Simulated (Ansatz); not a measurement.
# How W (Tungsten, Im-3m) expands on warming

How much does W (Tungsten) expand with temperature?

Main program and level: Ansatz 0.2.0; DFT PBEsol, scalar-relativistic, plane waves, PAW; PAW set soft_1.

This is a report of a sequence of runs, with most program output left out.

## 1. Set-up

The structure is cubic, space group Im-3m (No. 229). Conventional cell: a = 3.165 Å, b = 3.165 Å, c = 3.165 Å, α = 90.00°, β = 90.00°, γ = 90.00°. W has 8 W at 2.74 Å nearest.

## 2. A first coarse run

Before spending time, one coarse run tells the gap and the pressure of the starting cell.

Contents of input.yaml:

```yaml
crystal:
  lattice:
    - [-1.582345, 1.582345, 1.582345]
    - [1.582345, -1.582345, 1.582345]
    - [1.582345, 1.582345, -1.582345]
  atoms:
    - { symbol: W, position: [0.0, 0.0, 0.0] }
kpoints:
  mp_grid: { grid: [8, 8, 8] }
hamiltonian:
  xc: pbesol
  pseudopotentials: { kind: paw, azcp: { folder: soft_1 }, xc_functional: pbe }
scf:
  occupations: { method: gaussian, width: 0.1 }
  lower_state_search: "off"
output:
  forces: true
  stress: true
  eigenvalues: true
```

On the command line:

```bash
> ansatz run input.yaml --threads 8 --pin off --max-ram 16384MiB --backend cpu --events-out ev --progress --plain --runs-dir out
```

Wall time 0.89 s (8 threads of Arm Neoverse V1, shared host); peak memory 0.26 GiB; 1.4 s of CPU time.

This step gave:

```
pressure          : -2.670 GPa
volume per atom   : 15.85 Å³/atom
gap on the k-mesh : 0 eV
```

The start is under -2.7 GPa at this level and looks like a metal on this mesh.

## 3. Relaxation

Phonons are second derivatives about a minimum, so cell and atoms are relaxed first, inside the symmetry of the start.

input.yaml, the sections that differ from step 2:

```yaml
kpoints:
  mp_grid: { grid: [18, 18, 18] }
output:
  forces: true
  stress: true
  eigenvalues: true
  write_density: true
  write_potential: true
  elf: true
  volumetric_format: npy
relax:
  adjacent_minimum: "off"
  f_tol: 0.005
  max_steps: 80
  cell: { stress_tol: 0.05 }
# crystal, hamiltonian, scf: as in step 2
```

The job ended after 2.2 s (8 threads; peak memory 0.33 GiB; 13 s of CPU time).

Step by step:

```
step  energy less that of the first step (eV)  largest force component (eV/Å)  pressure (GPa)  volume (Å³)
   1                                   0.0000                          0.0000           -3.09        15.85
   2                                   0.0102                          0.0000            9.36        15.28
   3                                  -0.0016                          0.0000           -0.13        15.70
   4                                  -0.0016                          0.0000            0.00        15.70
  5*                                  -0.0015                          0.0000            0.00        15.70
```

Relaxation steps marked * repeat the geometry before them on a plane-wave basis chosen anew for their cell, so energy and pressure can jump there. Relaxation step 2 was tried and not accepted.

```
conventional cell, symmetrised  before  after  change
                         a (Å)   3.165  3.155  -0.3 %
                         b (Å)   3.165  3.155  -0.3 %
                         c (Å)   3.165  3.155  -0.3 %
              volume (Å³/atom)   15.85  15.70  -1.0 %
```

Final coordinates:

```
W
1.0
    -1.57726    1.57726    1.57726
     1.57726   -1.57726    1.57726
     1.57726    1.57726   -1.57726
W
1
Direct
  0.00000 0.00000 0.00000
```

This step gave:

| Item | Value |
| --- | --- |
| pressure | 8.47e-4 GPa |
| volume per atom | 15.70 Å³/atom |

Electrostatic potential energy in the ac plane of the conventional cell at fractional y = 0.000, with atoms of W within 0.2 Å of it. With pseudopotentials it is smooth inside the atoms' cores, unlike the true potential.

Values in eV, 14 rows by 14 columns, each cell a mean:
```
-22 -24 -23 -14   3  17  21  22  20  13  -2 -18 -24 -23
-24 -24 -19  -8   8  18  22  23  21  16   4 -12 -22 -24
-19 -17  -8   4  15  20  23  23  22  19  12   0 -12 -18
 -4  -1   7  14  19  22  23  23  23  21  18  12   4  -2
 12  14  17  20  22  23  23  23  23  22  21  19  16  13
 20  21  22  23  23  23  23  23  23  23  23  22  21  20
 22  23  23  23  23  23  23  23  23  23  23  23  23  22
 21  21  22  23  23  23  23  23  23  23  23  23  22  21
 16  17  19  21  22  23  23  23  23  23  22  20  18  17
  1   4  10  16  20  22  23  23  23  22  19  15   8   3
-16 -13  -4   7  16  21  23  23  23  20  14   4  -8 -14
-24 -22 -16  -4  10  19  22  23  22  17   7  -8 -19 -23
-23 -24 -22 -13   4  17  21  23  21  14  -1 -17 -24 -24
-21 -23 -24 -16   1  16  21  22  20  12  -4 -19 -24 -22
```
Columns run along a (3.2 Å; values clipped at the 3rd and 97th percentile), rows up along c (3.2 Å), edges of the conventional cell, whose origin can differ from the input's. Atoms in or near the plane, at fractional coordinates: W at (0.00, 0.00).

ELF in the ac plane of the conventional cell at fractional y = 0.000, with atoms of W within 0.2 Å of it. It is the smooth field of the valence electrons, not physical close to the nuclei.

Values, 14 rows by 14 columns, each cell a mean:
```
0.31 0.48 0.64 0.51 0.26 0.20 0.31 0.38 0.28 0.19 0.32 0.57 0.63 0.45
0.58 0.63 0.64 0.46 0.25 0.25 0.37 0.43 0.34 0.22 0.29 0.52 0.67 0.63
0.58 0.56 0.48 0.34 0.27 0.34 0.44 0.48 0.42 0.30 0.26 0.37 0.52 0.57
0.32 0.32 0.29 0.28 0.33 0.42 0.47 0.49 0.47 0.39 0.30 0.26 0.29 0.32
0.17 0.20 0.25 0.33 0.41 0.46 0.46 0.47 0.46 0.45 0.39 0.30 0.22 0.19
0.26 0.29 0.37 0.43 0.47 0.45 0.42 0.41 0.43 0.46 0.47 0.42 0.34 0.28
0.37 0.39 0.45 0.49 0.49 0.45 0.40 0.39 0.41 0.47 0.49 0.48 0.43 0.38
0.29 0.33 0.40 0.46 0.48 0.45 0.41 0.40 0.42 0.46 0.47 0.44 0.37 0.31
0.18 0.21 0.27 0.37 0.44 0.46 0.45 0.45 0.45 0.46 0.42 0.34 0.25 0.20
0.25 0.25 0.25 0.27 0.35 0.44 0.48 0.49 0.47 0.41 0.33 0.27 0.25 0.26
0.52 0.50 0.42 0.30 0.27 0.37 0.46 0.49 0.43 0.33 0.28 0.34 0.46 0.51
0.62 0.65 0.61 0.42 0.25 0.27 0.40 0.45 0.37 0.25 0.29 0.48 0.64 0.64
0.39 0.55 0.65 0.50 0.25 0.21 0.33 0.39 0.29 0.20 0.32 0.56 0.63 0.48
0.12 0.39 0.62 0.52 0.25 0.18 0.29 0.37 0.26 0.17 0.32 0.58 0.58 0.31
```
Columns run along a (3.2 Å), rows up along c (3.2 Å), edges of the conventional cell, whose origin can differ from the input's. Atoms in or near the plane, at fractional coordinates: W at (0.00, 0.00).

Valence density in the ac plane of the conventional cell at fractional y = 0.000, with atoms of W within 0.2 Å of it. It is the smooth field of the valence electrons, not physical close to the nuclei.

Ten even steps from '0' (0.3 e/Å³) to '9' (5.7 e/Å³), each cell a mean:
```
99730000001489
98520000000368
54210000000134
11000000000001
00000000000000
00000000000000
00000000000000
00000000000000
00000000000000
10000000000000
33100000000123
87410000000257
99730000001489
99831000001599
```
Columns run along a (3.2 Å), rows up along c (3.2 Å), edges of the conventional cell, whose origin can differ from the input's. Atoms in or near the plane, at fractional coordinates: W at (0.00, 0.00).

The relaxation ends with a pressure of 0.00 GPa.

## 4. Relaxing to small residual forces and stress

The relaxation is repeated with tighter thresholds on force and stress, since phonons are sensitive to what is left; a change of mesh or smearing in the input moves the cell too.

Contents of input.yaml:

```yaml
crystal:
  lattice:
    - [-1.5772634999, 1.5772634999, 1.5772634999]
    - [1.5772634999, -1.5772634999, 1.5772634999]
    - [1.5772634999, 1.5772634999, -1.5772634999]
  atoms:
    - { symbol: W, position: [0.0, 0.0, 0.0] }
kpoints:
  mp_grid: { grid: [20, 20, 20] }
hamiltonian:
  xc: pbesol
  pseudopotentials: { kind: paw, azcp: { folder: soft_1 }, xc_functional: pbe }
scf:
  occupations: { method: methfessel_paxton, width: 0.2 }
  lower_state_search: "off"
output:
  forces: true
  stress: true
  eigenvalues: true
relax:
  adjacent_minimum: "off"
  f_tol: 0.001
  max_steps: 60
  cell: { stress_tol: 0.01 }
```

It took 2.1 s on 8 threads; peak memory 0.34 GiB; 12 s of CPU time.

Little changed from the start: no atom moved by 0.005 Å and no cell edge by 0.1 %.

Numbers from this step:

- pressure: -2.71e-4 GPa
- volume per atom: 15.69 Å³/atom

The residual pressure is -2.7e-4 GPa, small enough for phonons.

## 5. The quasi-harmonic study

The study relaxes the crystal at several strains, solves the phonons on some of them and minimises the free energy at each temperature (static energy, vibrations, the electrons in a metal, and PV under a set pressure); the q-mesh sets how far the force constants reach.

input.yaml, the sections that differ from step 4:

```yaml
crystal:
  lattice:
    - [-1.5771871662, 1.5771871662, 1.5771871662]
    - [1.5771871662, -1.5771871662, 1.5771871662]
    - [1.5771871662, 1.5771871662, -1.5771871662]
  atoms:
    - { symbol: W, position: [0.0, 0.0, 0.0] }
output:
  eigenvalues: true
phonons:
  method: dfpt
  qmesh: [4, 4, 4]
  temperatures: { t_max: 1200.0, t_step: 50 }
  thermal_expansion: {}
# kpoints, hamiltonian, scf: as in step 4
# relax: removed
```

Run time: 8.9 min. Hardware: 8 threads; peak memory 3.8 GiB; 61 min of CPU time.

This step gave:

| Property | Result |
| --- | --- |
| pressure | -0.01316 GPa |
| volume expansion coefficient at 298 K | 13.28 1e-6/K |
| C_P at 298 K | 24.14 J/mol-atom/K |
| entropy at 298 K | 32.95 J/mol-atom/K |
| isothermal bulk modulus at 298 K | 318.5 GPa |
| Grüneisen parameter at 298 K | 1.674 |
| volume at 298 K | 15.76 Å³/atom |
| principal linear expansion coefficients at 298 K | 4.425, 4.425, 4.425 1e-6/K |

Strained cells of the study; zero-point energy where phonons were solved; the pressures are stresses at a fixed cutoff and can carry an offset from the finite basis. Expansion cells, by row:

```
cell  |a| (Å)  |b| (Å)  |c| (Å)  V (Å³/atom)  E - E_lowest (meV/atom)  pressure, compression positive (GPa)  gap (eV)  zero-point energy (meV/atom)
   1    2.732    2.732    2.732        15.69                        0                                -0.034         -                             -
   2    2.754    2.754    2.754        16.07                     9.01                                -7.456         -                             -
   3     2.71     2.71     2.71        15.32                    9.251                                  8.15         -                             -
   4    2.732    2.732    2.732         15.7                    0.001                                -0.086         -                         30.18
   5    2.746    2.746    2.746        15.93                    3.635                                -4.816         -                         29.39
   6    2.739    2.739    2.739        15.82                    1.039                                -2.615         -                         29.76
   7    2.754    2.754    2.754        16.07                    8.939                                -7.428         -                         28.93
   8    2.705    2.705    2.705        15.23                    14.41                                 10.28         -                             -
   9    2.718    2.718    2.718        15.46                    3.519                                 4.943         -                             -
  10    2.764    2.764    2.764        16.26                    19.83                                -10.83         -                             -
```

Quasi-harmonic; a, b, c are the run's own cell vectors. Expansion, by row:

```csv
T (K),a (Å),b (Å),c (Å),alpha (deg),beta (deg),gamma (deg),cell volume (Å³/cell),alpha_a (1e-6/K),alpha_b (1e-6/K),alpha_c (1e-6/K),alpha_V (1e-6/K),C_P (J/mol-atom/K),C_V (J/mol-atom/K),S (J/mol-atom/K),B_T (GPa),B_S (GPa),Grueneisen,extrapolation,fit error (1e-6/K)
0,2.733,2.733,2.733,109.5,109.5,109.5,15.72,0,0,0,0,0,0,0,324.2,324.2,-,0,0
50,2.733,2.733,2.733,109.5,109.5,109.5,15.72,1,1,1,3.01,5.99,5.988,2.108,324.1,324.2,1.54,0,0
100,2.734,2.734,2.734,109.5,109.5,109.5,15.72,2.9,2.9,2.9,8.69,16.27,16.24,9.839,323.3,323.8,1.637,0,0
150,2.734,2.734,2.734,109.5,109.5,109.5,15.73,3.72,3.72,3.72,11.16,20.59,20.53,17.38,322.2,323.1,1.66,0,0
200,2.735,2.735,2.735,109.5,109.5,109.5,15.74,4.1,4.1,4.1,12.29,22.52,22.43,23.6,321,322.3,1.668,0,0
250,2.735,2.735,2.735,109.5,109.5,109.5,15.75,4.3,4.3,4.3,12.91,23.54,23.42,28.75,319.7,321.5,1.672,0,0
298.1,2.736,2.736,2.736,109.5,109.5,109.5,15.76,4.43,4.43,4.43,13.28,24.14,23.98,32.95,318.5,320.6,1.674,0,0
300,2.736,2.736,2.736,109.5,109.5,109.5,15.76,4.43,4.43,4.43,13.29,24.16,24,33.1,318.5,320.6,1.674,0,0
350,2.736,2.736,2.736,109.5,109.5,109.5,15.77,4.52,4.52,4.52,13.55,24.58,24.38,36.85,317.2,319.7,1.675,0,0
400,2.737,2.737,2.737,109.5,109.5,109.5,15.78,4.59,4.59,4.59,13.76,24.88,24.66,40.16,315.9,318.8,1.676,0,0
450,2.738,2.738,2.738,109.5,109.5,109.5,15.79,4.64,4.64,4.64,13.92,25.12,24.86,43.1,314.6,318,1.676,0,0.01
500,2.738,2.738,2.738,109.5,109.5,109.5,15.8,4.69,4.69,4.69,14.07,25.32,25.03,45.76,313.4,317.1,1.677,0,0.01
550,2.739,2.739,2.739,109.5,109.5,109.5,15.82,4.73,4.73,4.73,14.2,25.5,25.17,48.18,312.1,316.2,1.677,0,0.01
600,2.74,2.74,2.74,109.5,109.5,109.5,15.83,4.77,4.77,4.77,14.32,25.65,25.29,50.41,310.8,315.3,1.677,0,0.01
650,2.74,2.74,2.74,109.5,109.5,109.5,15.84,4.81,4.81,4.81,14.43,25.8,25.4,52.47,309.5,314.4,1.677,0,0.01
700,2.741,2.741,2.741,109.5,109.5,109.5,15.85,4.85,4.85,4.85,14.54,25.93,25.5,54.38,308.2,313.4,1.678,0,0.01
750,2.742,2.742,2.742,109.5,109.5,109.5,15.86,4.88,4.88,4.88,14.65,26.06,25.59,56.18,306.9,312.6,1.678,0,0.01
800,2.742,2.742,2.742,109.5,109.5,109.5,15.87,4.92,4.92,4.92,14.75,26.18,25.67,57.86,305.6,311.6,1.678,0,0
850,2.743,2.743,2.743,109.5,109.5,109.5,15.89,4.95,4.95,4.95,14.85,26.3,25.75,59.45,304.3,310.7,1.679,0,0
900,2.744,2.744,2.744,109.5,109.5,109.5,15.9,4.98,4.98,4.98,14.95,26.42,25.83,60.96,303,309.8,1.679,0,0
950,2.744,2.744,2.744,109.5,109.5,109.5,15.91,5.02,5.02,5.02,15.06,26.53,25.91,62.39,301.7,308.9,1.679,0,0
1000,2.745,2.745,2.745,109.5,109.5,109.5,15.92,5.05,5.05,5.05,15.16,26.64,25.98,63.76,300.4,308,1.68,0,0
1050,2.746,2.746,2.746,109.5,109.5,109.5,15.93,5.09,5.09,5.09,15.26,26.76,26.05,65.06,299,307.1,1.68,0,0.01
1100,2.746,2.746,2.746,109.5,109.5,109.5,15.95,5.12,5.12,5.12,15.36,26.87,26.13,66.31,297.7,306.2,1.681,0,0.01
1150,2.747,2.747,2.747,109.5,109.5,109.5,15.96,5.15,5.15,5.15,15.46,26.98,26.2,67.5,296.4,305.3,1.681,0,0.01
1200,2.748,2.748,2.748,109.5,109.5,109.5,15.97,5.19,5.19,5.19,15.57,27.09,26.27,68.65,295.1,304.3,1.682,0,0.01
```

The expansion coefficient by temperature; values in 1e-6/K:

| temperature (K) | volume | principal 1 |
| --- | --- | --- |
| 0 | 0 | 0 |
| 50 | 3.01 | 1 |
| 100 | 8.69 | 2.9 |
| 150 | 11.2 | 3.72 |
| 200 | 12.3 | 4.1 |
| 250 | 12.9 | 4.3 |
| 298 | 13.3 | 4.43 |
| 300 | 13.3 | 4.43 |
| 350 | 13.6 | 4.52 |
| 400 | 13.8 | 4.59 |
| 450 | 13.9 | 4.64 |
| 500 | 14.1 | 4.69 |
| 550 | 14.2 | 4.73 |
| 600 | 14.3 | 4.77 |
| 650 | 14.4 | 4.81 |
| 700 | 14.5 | 4.85 |
| 750 | 14.7 | 4.88 |
| 800 | 14.8 | 4.92 |
| 850 | 14.8 | 4.95 |
| 900 | 14.9 | 4.98 |
| 950 | 15.1 | 5.02 |
| 1000 | 15.2 | 5.05 |
| 1050 | 15.3 | 5.09 |
| 1100 | 15.4 | 5.12 |
| 1150 | 15.5 | 5.15 |
| 1200 | 15.6 | 5.19 |

At 298 K the volume expansion is 13.3 × 10⁻⁶/K and B_T is 319 GPa. The q-mesh is coarse, so this is a first estimate. The program raised the cutoff to 487.2 eV by itself: with no cutoff typed, the study takes about 1.16 times the default for its relaxations and scales it with the volume for the phonons.

## 6. What came out

```
settings of these figures                        : PBEsol, 487.2 eV, k 20×20×20, q 4×4×4
volume expansion coefficient at 298 K            : 13.28 1e-6/K
C_P at 298 K                                     : 24.14 J/mol-atom/K
entropy at 298 K                                 : 32.95 J/mol-atom/K
isothermal bulk modulus at 298 K                 : 318.5 GPa
Grüneisen parameter at 298 K                     : 1.674
volume at 298 K                                  : 15.76 Å³/atom
principal linear expansion coefficients at 298 K : 4.425, 4.425, 4.425 1e-6/K
```

**Reading.** Near room temperature W (Tungsten) expands by 13.3 × 10⁻⁶/K in volume by PBEsol, with C_P = 24.1 J/(mol K) per mole of atoms and B_T = 319 GPa. The q-mesh is coarse, and the expansion can converge slowly with it. C_P at room temperature is 97 % of the classical 3R an atom. In this metal the study includes the electrons' free energy, which adds a term that grows with temperature, so the heat capacities need not level off at 3R. The log notes that a few bands missed the eigensolver's threshold in the phonon runs. The PAW files were made for PBE and are used here under another functional, for which the program regenerates the frozen cores.

[Logs are printed without paths, hosts, clocks, repeated set-up lines and the standing remarks that a program may print on its own settings, such as how far it seeks lower states.]

[Hosts, paths, dates, database ids (printed as entryN), source tags and the programs' standing remarks are cut or masked in the printed files.]

[A step with changed settings may run another functional than the one named; its input shows which.]
